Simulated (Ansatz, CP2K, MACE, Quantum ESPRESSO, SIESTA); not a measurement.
# Structure of amorphous Ge at 4.90 g/cm³ (72 atoms) across programs

What does relaxation change in amorphous Ge at 4.90 g/cm³ (72 atoms), and how far do other programs agree with plane waves on the relaxed cell?

All numbers are calculated, not measured.

## (1) The structure

The cell holds 72 atoms (72 Ge), with edges of 12.10, 12.10 and 12.10 Å. Recipe: 72 atoms (72 Ge) placed at random at 4.9 g/cm³, melted at 3500 K for 10 ps at fixed volume with the Tersoff potential (Tersoff, Phys. Rev. B 39, 5566 (1989)). Quenched from 3500 K to 300 K at 20 K/ps and fixed volume, annealed at 800 K for 20 ps, held 5 ps, then minimised at fixed cell. Then the atoms were relaxed with MACE MP-0b3 medium in the fixed cell. Then the atoms were relaxed with CP2K double zeta, PBE.

## (2) The relaxation

CP2K double zeta (DZVP-MOLOPT-SR, GTH-PBE potentials, 280 Ry; k-points Γ) took 34 geometry steps and reached its thresholds. It started from the geometry that MACE MP-0b3 medium had relaxed.

It took 19 min on 4 MPI ranks of Intel Xeon Platinum 8259CL at 2.50GHz (Skylake/Cascade Lake), shared host; peak memory 3.1 GiB; 76 min of CPU time.

```
                                  before           after
       energy (meV/atom)               0           -22.2
Ge-Ge bonds under 3.12 Å  151 at 2.552 Å  152 at 2.575 Å
```

Atoms moved by 0.24 Å r.m.s. and 1.03 Å at most, with the common shift taken off.

## (3) Local order after relaxation

Density 4.90 g/cm³, 24.62 Å³ an atom.

Pair distribution function in bins of 0.1 Å:

```
r (Å)  total
 2.35   0.00
 2.45   3.23
 2.55   6.31
 2.65   1.72
 2.75   0.64
 2.85   0.34
 2.95   0.19
 3.05   0.12
 3.15   0.06
 3.25   0.15
 3.35   0.15
 3.45   0.68
 3.55   0.30
 3.65   0.57
 3.75   0.97
 3.85   1.69
 3.95   1.99
 4.05   1.76
 4.15   1.99
 4.25   1.42
 4.35   1.81
 4.45   1.18
 4.55   1.03
 4.65   0.93
 4.75   1.02
 4.85   0.90
 4.95   0.64
 5.05   1.00
 5.15   0.59
 5.25   0.59
 5.35   0.70
 5.45   0.68
 5.55   0.85
 5.65   0.79
 5.75   1.00
 5.85   1.13
 5.95   0.95
 6.05   1.14
```

Bonds by pair of elements; cutoffs follow the first minimum of g(r), held within bounds set by covalent radii, and pairs that aren't listed don't count as bonded:

```
pair A-B  cutoff (Å)  bonds  mean length (Å)  spread (Å)  shortest (Å)  B about A  A about B
   Ge-Ge        3.12    152             2.58       0.116          2.41       4.22       4.22
```

How many atoms have how many bonded neighbours:

```
element  mean   4   5  6
     Ge  4.22  57  14  1
```

Bond angles, per cent of each kind in bins of 5°:

```
angle (°)  Ge-Ge-Ge
    50–55       1.2
    55–60       1.2
    60–65       1.8
    65–70       1.6
    70–75       0.2
    75–80       1.0
    80–85       1.8
    85–90       5.0
    90–95       4.4
   95–100      10.3
  100–105      17.1
  105–110      13.5
  110–115      12.3
  115–120       9.7
  120–125       7.6
  125–130       4.2
  130–135       2.0
  135–140       1.2
  140–145       2.4
  145–150       0.2
  150–155       0.6
  155–160       0.0
  160–165       0.4
  165–170       0.2
```

Bond angles (no mean is given where the spread exceeds 20°):

```
   angle  count  mean (°)  spread (°)
Ge-Ge-Ge    497       106        18.1
```

Bond length by coordination (bonds to H left out):

```
element  coordination  atoms  mean bond length (Å)
     Ge             4     57                  2.54
     Ge             5     14                  2.65
     Ge             6      1                  2.89
```

Rings of the network by King's shortest-path rule, up to 12 atoms, one path for each pair of neighbours; H, halogens, alkali and alkaline-earth atoms are left out, and the last column divides by all other atoms, bonded or not:

```
ring size (atoms)  rings  per network atom
                3      9             0.125
                4     12             0.167
                5     39             0.542
                6     68             0.944
                7     38             0.528
                8      8             0.111
```

The first maximum of g(r) stands at about 2.5 Å. By these cutoffs 79 % of Ge atoms have 4 bonded neighbours. Bonds at Ge atoms with 4 neighbours average 2.54 Å, against 2.65 Å at those with 5. Rings of 6 atoms are the most common (39 % of those counted); sizes run from 3 to 8.

## (4) The plane-wave reference

Quantum ESPRESSO 7.5: Kohn-Sham DFT, PBE, SSSP efficiency 1.3.0 pseudopotentials, plane waves. Its input for the relaxed cell:

```
&control
  calculation = 'scf'
  pseudo_dir = './pseudo'
  outdir = './tmp'
  disk_io = 'none'
  tprnfor = .true.
  tstress = .true.
/
&system
  ibrav = 0
  nat = 72
  ntyp = 1
  ecutwfc = 45
  ecutrho = 360
  nosym = .true.
  occupations = 'smearing'
  smearing = 'fd'
  degauss = 0.003675
/
&electrons
  conv_thr = 3.6e-07
  electron_maxstep = 100
  mixing_beta = 0.2
  mixing_mode = 'local-TF'
  diagonalization = 'david'
/
ATOMIC_SPECIES
Ge 72.630 Ge.upf
CELL_PARAMETERS angstrom
12.10300 0.00000 0.00000
0.00000 12.10300 0.00000
0.00000 0.00000 12.10300
ATOMIC_POSITIONS crystal
Ge 0.46011 0.28073 0.87205
Ge 0.55453 0.25382 0.06060
Ge 0.77942 0.46725 0.22133
[... 67 atom lines left out ...]
Ge 0.65701 0.23802 0.68950
Ge 0.84113 0.62422 0.85799
K_POINTS gamma
```

Wall time 5.6 min (4 MPI ranks of Intel Xeon Platinum 8259CL at 2.50GHz (Skylake/Cascade Lake), shared host); peak memory 5.7 GiB; 22 min of CPU time.

## (5) Side by side

CPU times are from a shared host and are rough.

| level | basis or training data | k-points | own r.m.s. force (meV/Å) | difference from the reference (meV/Å) | pressure (GPa) | CPU time | memory (GiB) |
| --- | --- | --- | --- | --- | --- | --- | --- |
| QE, PBE | plane waves, SSSP efficiency, 45/360 Ry | Γ | 29 | - | -0.34 | 22 min | 5.7 |
| CP2K triple zeta, PBE | TZV2P-UZH, GTH-PBE potentials, 350 Ry | Γ | 19 | 19 | 0.20 | 11 min | 5.3 |
| SIESTA DZP, PBE | DZP orbitals, shift 0.01 Ry, mesh 250 Ry | Γ | not finished | - | - | - | - |
| MACE MP-0b3 medium | trained on PBE(+U) plane-wave data | - | 162 | 152 | -1.13 | 9.4 s | 0.81 |

## (6) Outcome

Relaxation in the fixed cell lowers the energy by 22 meV/atom at its own level and moves atoms by up to 1.03 Å. By the cutoffs of the final cell 3 bonds formed and 2 were lost, leaving 152. The reference finds an r.m.s. force of 29 meV/Å there and a pressure of -0.34 GPa, at a geometry that CP2K double zeta made.

Forces differ from the reference's by 19 meV/Å (CP2K triple zeta, PBE) and 152 meV/Å (MACE MP-0b3 medium). CP2K double zeta is at its own minimum here, so the reference's force is itself a measure of how the two differ. Pressures lie -0.8 GPa (MACE MP-0b3 medium) and +0.5 GPa (CP2K triple zeta, PBE) from the reference's. The levels on either side of half filling lie 0.22 eV apart in the reference, but the smearing leaves some partly filled, so none is tabled. By these cutoffs 79 % of Ge atoms have 4 bonded neighbours. Rings of 6 atoms are the most common (39 % of those counted); sizes run from 3 to 8.

Caveats: The density was set by the recipe and held. One sample of a disordered cell; defect or tail levels can set the gap. The quench rate of 20 K/ps is many orders above laboratory rates, so the cell is likely richer in defects and strain than a real sample. The reference samples only Γ, in a cell whose shortest periodic width is 12 Å. The plane-wave runs aren't exact: their cutoffs and mesh weren't converged further here. SIESTA's automatically made basis is far from complete, and its potentials were converted by us (checked for H, C, O, Si, Ge and Ca alone). Spin–orbit coupling is left out. Where levels are smeared, the DFT runs use Fermi–Dirac occupations at 580 K (0.05 eV), and energies are free energies.

[Logs are printed without paths, hosts, clocks, repeated set-up lines and the standing remarks that a program may print on its own settings, such as how far it seeks lower states.]

[Hosts, paths, dates, database ids (printed as entryN), source tags and the programs' standing remarks are cut or masked in the printed files.]
